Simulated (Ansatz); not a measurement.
# LaAs (Fm-3m): phonons and vibrational spectra

How does LaAs (Fm-3m) vibrate, and is this structure a minimum?

Calculated with Ansatz 0.2.0; DFT PBEsol, scalar-relativistic, plane waves, PAW; PAW set soft_1.

## (1) The starting structure

Symmetry: Fm-3m, No. 225, cubic system. The conventional cell has a = 6.151 Å, b = 6.151 Å, c = 6.151 Å, α = 90.00°, β = 90.00°, γ = 90.00°. Nearest to La lie 6 As at 3.08 Å. Nearest to As lie 6 La at 3.08 Å. Farther neighbours are not listed.

Coordinates:

```cif
data_structure
_symmetry_space_group_name_H-M 'P 1'
_symmetry_Int_Tables_number 1
_cell_length_a 4.3494
_cell_length_b 4.3494
_cell_length_c 4.3494
_cell_angle_alpha 60.000
_cell_angle_beta 60.000
_cell_angle_gamma 60.000
_cell_volume 58.18
loop_
_atom_site_label
_atom_site_type_symbol
_atom_site_fract_x
_atom_site_fract_y
_atom_site_fract_z
_atom_site_occupancy
La1 La 0.50000 0.50000 0.50000 1
As2 As 0.00000 0.00000 0.00000 1
```

## (2) Relaxation

Harmonic phonons are second derivatives at a point where the forces vanish, and they are wanted at zero stress, so atoms and cell are relaxed first.

Input file input.yaml:

```yaml
crystal:
  lattice:
    - [0.0, 3.0755, 3.0755]
    - [3.0755, 0.0, 3.0755]
    - [3.0755, 3.0755, 0.0]
  atoms:
    - { symbol: La, position: [0.5, 0.5, 0.5] }
    - { symbol: As, position: [0.0, 0.0, 0.0] }
kpoints:
  mp_grid: { grid: [12, 12, 12] }
hamiltonian:
  xc: pbesol
  pseudopotentials: { kind: paw, azcp: { folder: soft_1 }, xc_functional: pbe }
scf:
  occupations: { method: gaussian, width: 0.1 }
output:
  forces: true
  stress: true
  eigenvalues: true
  write_density: true
  write_potential: true
  elf: true
  volumetric_format: npy
relax:
  adjacent_minimum: "off"
  f_tol: 0.005
  max_steps: 80
  cell: { stress_tol: 0.05 }
```

Launch:

```bash
$ ansatz run input.yaml --threads 4 --pin off --max-ram 10240MiB --backend cpu --events-out ev --progress --plain --runs-dir out
```

Numbers of over 12 decimals in the logs are rounded to 6 here.

The log of the run:

```text
Engine: ansatz 0.2.0, aarch64-unknown-linux-gnu
Pseudopotentials: kind: paw
Pseudopotential: La, paw, valence charge 11, recommended cutoff 420 eV (normal), soft_1/La.paw.azcp
Pseudopotential: As, paw, valence charge 15, recommended cutoff 420 eV (normal), soft_1/As.paw.azcp
Functional definition: PBEsol
  exchange = pbesol_x
  correlation = pbesol_c
Crystal: 2 atoms, lattice volume = 58.180 Å³
Basis set: ecut = 420 eV, 1139 PW (Γ), exchange–correlation on 60×60×60 points (8 copies of the dense FFT grid, shifted against one another)
Bands: 17, of which v1, the nominal top of the filled ones, is band 13 counted from 1 (12 counted from 0)
Symmetry: 48 space group operations
Space group: Fm-3m (ITA 225), of the structure as read, at distance tolerance 3.9e-5 Å
k-points: 72 of 1728
Non-local potential: La, projectors of the file, l = 0: 3, l = 1: 2, l = 2: 2, l = 3: 3
Non-local potential: As, projectors of the file, l = 0: 2, l = 1: 2, l = 2: 3, l = 3: 1
PAW form: soft (Blöchl's): semilocal exchange-correlation on the pseudo side does not see the compensation charge
PAW frozen core: La, regenerated for the run's functional, and the local potential with it (the file was generated under x = pbe(κ = 0.804, μ = 0.219515), c = pbe(β = 0.066725))
PAW frozen core: As, regenerated for the run's functional, and the local potential with it (the file was generated under x = pbe(κ = 0.804, μ = 0.219515), c = pbe(β = 0.066725))
PAW one-centre angular grid: La, 590 points (default); XC on 64 Gauss nodes
PAW one-centre angular grid: As, 590 points (default); XC on 64 Gauss nodes
Initial density: superposition of atomic densities (chi_scale 0.1, normalization cell, long waves kept (reshape's long-wave potential 0.00 eV rms))
Initial wavefunctions: pseudopotential atomic-orbital guess
Functional: x = pbesol(κ = 0.804, μ = 0.123457), c = pbesol(β = 0.046)
SCF iter   1: F=—  HF=-10977.921999 eV  |F-HF|=—  |Δ(HF+E_count)|=         —  Δρ=3.67e-2  dr2=1.06e0  ethr=3.10e-3  ⟨swp⟩=3.8  Hψ=4860  notcnv=0
preconditioner: auto → Kerker (q_TF=auto, 2.386 Å⁻¹)  [metal: Δε(μ)=0.091 eV  Ē_g=10.499 eV  σ=0.100 eV  W_gap=0.46  n_scr=14 (ndim 8)  ℏωp=18.2 eV  f_vac=0.000  D(μ)=0.24/eV (n_scr^D=0)]
SCF iter   2: F=—  HF=-10977.647741 eV  |F-HF|=—  |Δ(HF+E_count)|=   2.74e-1  Δρ=2.00e-2  dr2=2.33e-1  ethr=3.10e-3  ⟨swp⟩=3.9  Hψ=3148  notcnv=0
SCF iter   3: F=—  HF=-10977.575689 eV  |F-HF|=—  |Δ(HF+E_count)|=   7.21e-2  Δρ=6.80e-3  dr2=2.61e-2  ethr=8.95e-4  ⟨swp⟩=2.4  Hψ=2485  notcnv=0
SCF iter   4: F=—  HF=-10977.569548 eV  |F-HF|=—  |Δ(HF+E_count)|=   6.14e-3  Δρ=2.30e-3  dr2=5.62e-3  ethr=1.00e-4  ⟨swp⟩=2.0  Hψ=2456  notcnv=0
SCF iter   5: F=—  HF=-10977.569384 eV  |F-HF|=—  |Δ(HF+E_count)|=   1.64e-4  Δρ=8.72e-4  dr2=7.42e-4  ethr=2.16e-5  ⟨swp⟩=2.6  Hψ=2174  notcnv=0
SCF iter   6: F=—  HF=-10977.569384 eV  |F-HF|=—  |Δ(HF+E_count)|=   3.85e-7  Δρ=1.98e-4  dr2=3.22e-5  ethr=2.85e-6  ⟨swp⟩=2.4  Hψ=2165  notcnv=0
SCF iter   7: F=—  HF=-10977.569385 eV  |F-HF|=—  |Δ(HF+E_count)|=   1.26e-6  Δρ=4.12e-5  dr2=1.06e-6  ethr=1.24e-7  ⟨swp⟩=2.0  Hψ=2159  notcnv=0
SCF iter   8: F=-10977.569386 eV  HF=-10977.569386 eV  |F-HF|=1.92e-8  |Δ(HF+E_count)|=   4.97e-7  Δρ=5.96e-6  dr2=2.55e-8  ethr=3.85e-10  ⟨swp⟩=8.4  Hψ=9902  notcnv=0
SCF 1 converged in 8 iterations: F = -10977.569386 eV  dr2 = 2.55e-8
  greatest PAW one-centre occupation: 0.999 electrons in one spin orbital (limit 2), on the As atom at site 1 (counted from 0), in its partial waves of l = 2
relax step   1: F+E_penalty+E_count = -10977.56938584 eV  Δ(F+E_penalty+E_count) = +0.000e0 eV  max|allowed force component| = 2.919e-29 eV/Å  Δτ_max = 0.0000 Å  P = -1.364 GPa  Ω = 58.180 Å³  (8 SCF iters, dr2 threshold 1.00e-7 eV, accepted)
Crystal: 2 atoms, lattice volume = 55.951 Å³
Basis set: ecut = 420 eV, 1067 PW (Γ), exchange–correlation on 60×60×60 points (8 copies of the dense FFT grid, shifted against one another)
Initial density: handed on by an earlier stage of this run
Initial wavefunctions: those handed on with the density
iter 1 solved again at ethr=9.35e-6 eV; its pass at ethr=3.10e-3 eV (dr2=2.43e-3 eV) is discarded
SCF iter   1: F=—  HF=-10977.570763 eV  |F-HF|=—  |Δ(HF+E_count)|=         —  Δρ=1.62e-3  dr2=2.57e-3  ethr=9.35e-6  ⟨swp⟩=2.0  Hψ=9745  notcnv=0
preconditioner: auto → Kerker (q_TF=auto, 2.401 Å⁻¹)  [metal: Δε(μ)=0.106 eV  Ē_g=11.001 eV  σ=0.100 eV  W_gap=0.44  n_scr=14 (ndim 8)  ℏωp=18.6 eV  f_vac=0.000  D(μ)=0.17/eV (n_scr^D=0)]
SCF iter   2: F=—  HF=-10977.570088 eV  |F-HF|=—  |Δ(HF+E_count)|=   6.75e-4  Δρ=8.94e-4  dr2=6.21e-4  ethr=9.35e-6  ⟨swp⟩=2.0  Hψ=1466  notcnv=0
SCF iter   3: F=—  HF=-10977.569880 eV  |F-HF|=—  |Δ(HF+E_count)|=   2.08e-4  Δρ=2.34e-4  dr2=3.55e-5  ethr=2.39e-6  ⟨swp⟩=2.0  Hψ=2159  notcnv=0
SCF iter   4: F=—  HF=-10977.569865 eV  |F-HF|=—  |Δ(HF+E_count)|=   1.43e-5  Δρ=1.18e-4  dr2=1.28e-5  ethr=1.37e-7  ⟨swp⟩=2.0  Hψ=2159  notcnv=0
SCF iter   5: F=—  HF=-10977.569865 eV  |F-HF|=—  |Δ(HF+E_count)|=   5.10e-7  Δρ=4.06e-5  dr2=1.59e-6  ethr=4.92e-8  ⟨swp⟩=2.1  Hψ=1541  notcnv=0
SCF iter   6: F=-10977.569865 eV  HF=-10977.569865 eV  |F-HF|=4.17e-8  |Δ(HF+E_count)|=   4.75e-8  Δρ=7.70e-6  dr2=4.52e-8  ethr=7.69e-10  ⟨swp⟩=7.5  Hψ=9001  notcnv=0
SCF 2 converged in 6 iterations: F = -10977.569865 eV  dr2 = 4.52e-8
relax step   2: F+E_penalty+E_count = -10977.56986489 eV  Δ(F+E_penalty+E_count) = -4.791e-4 eV  max|allowed force component| = 3.583e-30 eV/Å  Δτ_max = 0.0000 Å  P = +1.412 GPa  Ω = 55.951 Å³  energy of the carried Pulay correction = +1.793e-4 eV  (6 SCF iters, dr2 threshold 2.00e-7 eV, accepted)
Crystal: 2 atoms, lattice volume = 57.063 Å³
iter 1 solved again at ethr=2.55e-6 eV; its pass at ethr=3.10e-3 eV (dr2=6.62e-4 eV) is discarded
SCF iter   1: F=—  HF=-10977.574693 eV  |F-HF|=—  |Δ(HF+E_count)|=         —  Δρ=8.30e-4  dr2=6.95e-4  ethr=2.55e-6  ⟨swp⟩=2.1  Hψ=9741  notcnv=0
preconditioner: auto → none  [insulator: Δε(μ)=0.119 eV  Ē_g=10.976 eV  σ=0.100 eV  W_gap=0.50  n_scr=14 (ndim 8)  ℏωp=18.4 eV  f_vac=0.000  D(μ)=0.14/eV (n_scr^D=0)  ε∞_Penn≈3.8]
SCF iter   2: F=—  HF=-10977.574502 eV  |F-HF|=—  |Δ(HF+E_count)|=   1.91e-4  Δρ=4.48e-4  dr2=1.71e-4  ethr=2.55e-6  ⟨swp⟩=2.9  Hψ=2212  notcnv=0
SCF iter   3: F=—  HF=-10977.574455 eV  |F-HF|=—  |Δ(HF+E_count)|=   4.73e-5  Δρ=1.86e-4  dr2=1.47e-5  ethr=6.59e-7  ⟨swp⟩=3.0  Hψ=2191  notcnv=0
SCF iter   4: F=—  HF=-10977.574451 eV  |F-HF|=—  |Δ(HF+E_count)|=   3.74e-6  Δρ=3.03e-5  dr2=4.14e-7  ethr=5.64e-8  ⟨swp⟩=2.5  Hψ=1897  notcnv=0
SCF iter   5: F=-10977.574451 eV  HF=-10977.574451 eV  |F-HF|=4.28e-9  |Δ(HF+E_count)|=   2.72e-8  Δρ=4.26e-6  dr2=3.65e-9  ethr=7.69e-10  ⟨swp⟩=9.8  Hψ=9769  notcnv=0
SCF 3 converged in 5 iterations: F = -10977.574451 eV  dr2 = 3.65e-9
relax step   3: F+E_penalty+E_count = -10977.57445139 eV  Δ(F+E_penalty+E_count) = -4.586e-3 eV  max|allowed force component| = 3.665e-30 eV/Å  Δτ_max = 0.0000 Å  P = -0.041 GPa  Ω = 57.063 Å³  energy of the carried Pulay correction = +8.900e-5 eV  (5 SCF iters, dr2 threshold 2.00e-7 eV, accepted)
Initial wavefunctions: pseudopotential atomic-orbital guess (no wavefunctions were taken with the density)
iter 1 solved again at ethr=5.10e-8 eV; its pass at ethr=3.10e-3 eV (dr2=1.33e-5 eV) is discarded
SCF iter   1: F=—  HF=-10977.574369 eV  |F-HF|=—  |Δ(HF+E_count)|=         —  Δρ=1.08e-5  dr2=1.90e-8  ethr=5.10e-8  ⟨swp⟩=3.1  Hψ=9016  notcnv=0
preconditioner: auto → Kerker (q_TF=auto, 2.393 Å⁻¹)  [metal: Δε(μ)=0.107 eV  Ē_g=10.970 eV  σ=0.100 eV  W_gap=0.47  n_scr=14 (ndim 8)  ℏωp=18.4 eV  f_vac=0.000  D(μ)=0.15/eV (n_scr^D=0)]
SCF iter   2: F=—  HF=-10977.574368 eV  |F-HF|=—  |Δ(HF+E_count)|=   4.36e-7  Δρ=6.95e-6  dr2=1.24e-8  ethr=7.30e-11  ⟨swp⟩=2.3  Hψ=2188  notcnv=0
SCF iter   3: F=—  HF=-10977.574368 eV  |F-HF|=—  |Δ(HF+E_count)|=   6.56e-9  Δρ=2.08e-6  dr2=1.02e-9  ethr=4.75e-11  ⟨swp⟩=2.0  Hψ=1510  notcnv=0
SCF iter   4: F=—  HF=-10977.574368 eV  |F-HF|=—  |Δ(HF+E_count)|=  6.51e-10  Δρ=3.46e-7  dr2=5.47e-11  ethr=3.92e-12  ⟨swp⟩=2.0  Hψ=1584  notcnv=0
SCF iter   5: F=-10977.574368 eV  HF=-10977.574368 eV  |F-HF|=1.82e-12  |Δ(HF+E_count)|=  6.55e-11  Δρ=8.31e-8  dr2=4.64e-12  ethr=1.00e-12  ⟨swp⟩=6.2  Hψ=6132  notcnv=0
SCF 4 converged in 5 iterations: F = -10977.574368 eV  dr2 = 4.64e-12
relax step   4: F+E_penalty+E_count = -10977.57436849 eV  Δ(F+E_penalty+E_count) = +8.290e-5 eV  max|allowed force component| = 5.062e-30 eV/Å  Δτ_max = 0.0000 Å  P = -0.043 GPa  Ω = 57.063 Å³  stress off target by 4.28e-2 GPa  SCF on the basis re-selected at this cell (its energy is not comparable with the rows above)  (5 SCF iters)
basis re-selected at this cell: Δ(F+E_penalty+E_count) = +8.290e-5 eV, ΔP = -0.001 GPa vs the last step (what re-selecting the basis moved, of the pressure what is left beyond the Pulay correction that the steps carried, after the strain that the cell walked since its last selection, with what the two solves' SCF thresholds leave and, on support functions, any second-order correction that the steps lacked; it is no m [...]
SCF converged after 5 iterations
Free energy (F): -10977.574368 eV
Harris-Foulkes:  -10977.574368 eV  (|F-HF|=1.82e-12)
Internal energy: -10977.573642 eV  (E = F + TS)
E sigma→0 (E₀):  -10977.574005 eV
Entropy (-TS):   -0.000727 eV (-0.363 meV/atom)
Fermi energy:    9.831757 eV
--- Per-component energies (eV) ---
  E_band       = -269.365616
  E_kinetic    = 283.950228
  E_local      = -2465.714897  (includes V_loc(G=0)·N_el)
  E_nonlocal   = -303.088467
  E_hartree    = 1311.379174
  E_xc         = -212.508747
  E_vxc        = -219.276976  (∫ρ·V_xc dr)
  E_paw        = -7300.172370  (= ΣΔE_a)
  E_vpaw       = -187.993909  (= ΣTr[D̂ρ^β])
  E_aug_tail   = -0.000009  (compensation charges beyond the density's cutoff)
  E_ewald      = -2292.554019
  E_core_change = 1.135466  (= ΣΔE_core)
  E_smearing   = -0.000727  (= −TS)
  E_closure    = -0.000000  (closes the sum)
  Σ components = -10977.574368   (vs F -10977.574368, Δ=0.00e0)
--- Forces (eV/Å), atoms counted from 1 ---
  atom   1  La     0.00000000    -0.00000000    -0.00000000
  atom   2  As    -0.00000000     0.00000000     0.00000000
  max |Σ_I F_I| component: 8.81e-30 eV/Å
--- Stress (GPa, compression-positive) ---
       -0.042768      -0.000000      -0.000000
       -0.000000      -0.042768      -0.000000
       -0.000000      -0.000000      -0.042768
  P = ⅓ Tr σ = -0.0428 GPa (-0.428 kbar)
--- Band table (eV; the first three rows and the last of 72) ---
  k-point 0: bands = [... 9 lower, -0.0928, 9.9505, 9.9505, 9.9505, 11.4629, 11.4629, 11.4629, 12.2331]
  k-point 1: bands = [... 9 lower, -0.0011, 9.5555, 9.7199, 9.7199, 11.4613, 11.5592, 11.5592, 12.3405]
  k-point 2: bands = [... 9 lower, 0.2483, 8.7543, 9.2467, 9.2467, 11.4680, 11.7918, 11.7918, 12.5143]
  k-point 71: bands = [... 9 lower, 0.6557, 8.0642, 8.6919, 8.6919, 11.9009, 11.9009, 12.5600, 12.5600]
--- Relaxed structure (3 steps of the walk, 3 accepted, 1 SCFs on fresh bases) ---
  F+E_penalty+E_count = -10977.57436849 eV   max|allowed force component| = 5.062e-30 eV/Å   (the final SCF, on the basis selected at the relaxed cell)
  cell:  # Å, volume = 57.0634 Å³
    - [0, 3.055690, 3.055690]
    - [3.055690, 0, 3.055690]
    - [3.055690, 3.055690, 0]
  atoms:
    - { symbol: La, position: [0.5, 0.5, 0.5] }
    - { symbol: As, position: [0, 0, 0] }
```

Wall time 5.6 s (4 threads of Arm Neoverse V1, shared host); peak memory 0.43 GiB.

The steps of the relaxation:

```tsv
step	energy less that of the first step (eV)	largest force component (eV/Å)	pressure (GPa)	volume (Å³)
1	0.0000	0.0000	-1.36	58.18
2	-0.0005	0.0000	1.41	55.95
3	-0.0051	0.0000	-0.04	57.06
4*	-0.0050	0.0000	-0.04	57.06
```

Relaxation steps marked * repeat the geometry before them on a plane-wave basis chosen anew for their cell, so energy and pressure can jump there.

Forces are held to the 48 operations that the run works with; a distortion that breaks them can't arise in this run.

```tsv
conventional cell, symmetrised	before	after	change
a (Å)	6.151	6.111	-0.6 %
b (Å)	6.151	6.111	-0.6 %
c (Å)	6.151	6.111	-0.6 %
volume (Å³/atom)	29.09	28.53	-1.9 %
```

Final coordinates:

```
La As
1.0
     0.00000    3.05569    3.05569
     3.05569    0.00000    3.05569
     3.05569    3.05569    0.00000
La As
1 1
Direct
  0.50000 0.50000 0.50000
  0.00000 0.00000 0.00000
```

This step gave:

```
pressure          : -0.04277 GPa
volume per atom   : 28.53 Å³
gap on the k-mesh : 0 eV
```

Electrostatic potential energy in the ac plane of the conventional cell at fractional y = 0.000, with atoms of La and As within 0.2 Å of it. With pseudopotentials it is smooth inside the atoms' cores, unlike the true potential.

Values in eV, 9 rows by 16 columns, each cell a mean:
```
 12   0   0  10   8  -3 -23 -25 -21 -27 -12   4  10   6  -4   8
  3   7  11  12  11   8   3  -4  -6  -1   6  10  12  12   9   4
  2   5   9  11  13  12  10   8   7   9  12  13  12  10   7   3
-25 -23  -7   6  11   8  -2   1   4  -2   3  10   9   0 -18 -26
 -6 -27 -19   3   9   2  -2  21  24   8  -3   8   7  -7 -28 -16
-23 -16  -2   8  11  10   2  -2  -1  -1   7  11  10   3 -10 -21
  6   8  10  12  13  12  10   9   8   9  11  12  12  11   9   7
 -1   3   9  12  11   6  -3 -13 -15  -8   2   9  12  11   6   0
 19   5  -2   9   7  -6 -27 -20 -13 -28 -16   3   9   4  -3  16
```
Columns run along a (6.1 Å; values clipped at the 3rd and 97th percentile), rows up along c (6.1 Å), edges of the conventional cell, whose origin can differ from the input's. Atoms in or near the plane, at fractional coordinates: La at (0.50, 0.00), La at (0.00, 0.50), As at (0.00, 0.00), As at (0.50, 0.50).

ELF in the ac plane of the conventional cell at fractional y = 0.000, with atoms of La and As within 0.2 Å of it. It is the smooth field of the valence electrons, not physical close to the nuclei.

Ten even steps from '_' (0.09) to '@' (0.80), each cell a mean:
```
__==####--++@@##::==@@%%::++%%**..
++##%%##::--%%@@%%@@@@++..==%%%%**
%%%%%%++..__--##%%%%++..__--##%%%%
++++==::______::--::..____..--==++
--::______::==++++++==--..____..::
%%##--__..**%%%%%%%%%%##--__..++%%
@@@@%%::::##%%##++**%%%%==..++@@@@
::##@@++--####==__..**%%++::%%@@==
__**@@++--####::____++%%++--%%%%::
**@@@@==::##%%++::==##%%++::##@@##
@@@@**..::**%%%%####%%%%==__--%%@@
++==..__..==**########**::____--++
--::....__..::::----::..____..::--
####**==..__..==++++::____::++####
##%%%%**....**@@@@@@%%--__==%%%%##
--++%%##::==@@@@**##@@##::++%%##==
__--####--++@@**__::@@%%--++%%++__
```
Columns run along a (6.1 Å), rows up along c (6.1 Å), edges of the conventional cell, whose origin can differ from the input's. Atoms in or near the plane, at fractional coordinates: La at (0.50, 0.00), La at (0.00, 0.50), As at (0.00, 0.00), As at (0.50, 0.50).

Valence density in the ac plane of the conventional cell at fractional y = 0.000, with atoms of La and As within 0.2 Å of it. It is the smooth field of the valence electrons, not physical close to the nuclei.

Ten steps, logarithmic in the rise over the least value, from '0' (0 e/Å³) to '9' (35 e/Å³), each cell a mean:
```
86210133333200138
42100023332100123
11000012221000011
00000000100000000
10000000000000000
21100001111000012
33200012432100123
33310126873100233
33310127984101233
33210114762100233
32100011221000123
11000001110000001
00000000000000000
11000001110000001
21100012332100012
64110123333100126
96210133333210148
```
Columns run along a (6.1 Å), rows up along c (6.1 Å), edges of the conventional cell, whose origin can differ from the input's. Atoms in or near the plane, at fractional coordinates: La at (0.50, 0.00), La at (0.00, 0.50), As at (0.00, 0.00), As at (0.50, 0.50).

In this step the volume went from 29.09 to 28.53 Å³/atom.

## (3) Relaxing to small forces for the phonons

Phonons need a cell at rest on their own settings, so the relaxation is repeated with tight tolerances on forces and stress, using the mesh and the filling of the phonon run that follows.

input.yaml, the sections that differ from step 2:

```yaml
crystal:
  lattice:
    - [0.0, 3.0556900012, 3.0556900012]
    - [3.0556900012, 0.0, 3.0556900012]
    - [3.0556900012, 3.0556900012, 0.0]
  atoms:
    - { symbol: La, position: [0.5, 0.5, 0.5] }
    - { symbol: As, position: [0.0, 0.0, 0.0] }
scf:
  occupations: { method: methfessel_paxton, width: 0.2 }
output:
  forces: true
  stress: true
  eigenvalues: true
relax:
  adjacent_minimum: "off"
  f_tol: 0.001
  max_steps: 60
  cell: { stress_tol: 0.01 }
# kpoints, hamiltonian: as in step 2
```

The log of the run:

```text
[...]
Crystal: 2 atoms, lattice volume = 57.063 Å³
Basis set: ecut = 420 eV, 1139 PW (Γ), exchange–correlation on 60×60×60 points (8 copies of the dense FFT grid, shifted against one another)
Bands: 17, of which v1, the nominal top of the filled ones, is band 13 counted from 1 (12 counted from 0)
Symmetry: 48 space group operations
[...]
k-points: 72 of 1728
[...]
k-point 71: bands = [... 9 lower, 0.6622, 8.0701, 8.6987, 8.6987, 11.9079, 11.9079, 12.5679, 12.5679]
--- Relaxed structure (3 steps of the walk, 2 accepted, 1 SCFs on fresh bases) ---
[...]
cell:  # Å, volume = 57.0346 Å³
    - [0, 3.055174, 3.055174]
    - [3.055174, 0, 3.055174]
    - [3.055174, 3.055174, 0]
  atoms:
    - { symbol: La, position: [0.500000, 0.500000, 0.500000] }
    - { symbol: As, position: [0, 0, 0] }
[key lines of the parts left out:]
SCF converged after 4 iterations
Free energy (F): -10977.573398 eV
Fermi energy:    9.819322 eV
P = ⅓ Tr σ = -0.0001 GPa (-0.001 kbar)
```

Run time: 5.2 s. Hardware: 4 threads; peak memory 0.43 GiB; 19 s of CPU time.

Little changed from the start: no atom moved by 0.005 Å and no cell edge by 0.1 %.

This step gave:

| Item | Value |
| --- | --- |
| pressure | -1.16e-4 GPa |
| volume per atom | 28.52 Å³ |

The forces vanish by symmetry and the pressure is 0.000 GPa, within the tolerances set. The cell now holds 28.52 Å³/atom.

(Continued in part 2 of 2.)

[Logs are printed without paths, hosts, clocks, repeated set-up lines and the standing remarks that a program may print on its own settings, such as how far it seeks lower states.]

[Hosts, paths, dates, database ids (printed as entryN), source tags and the programs' standing remarks are cut or masked in the printed files.]
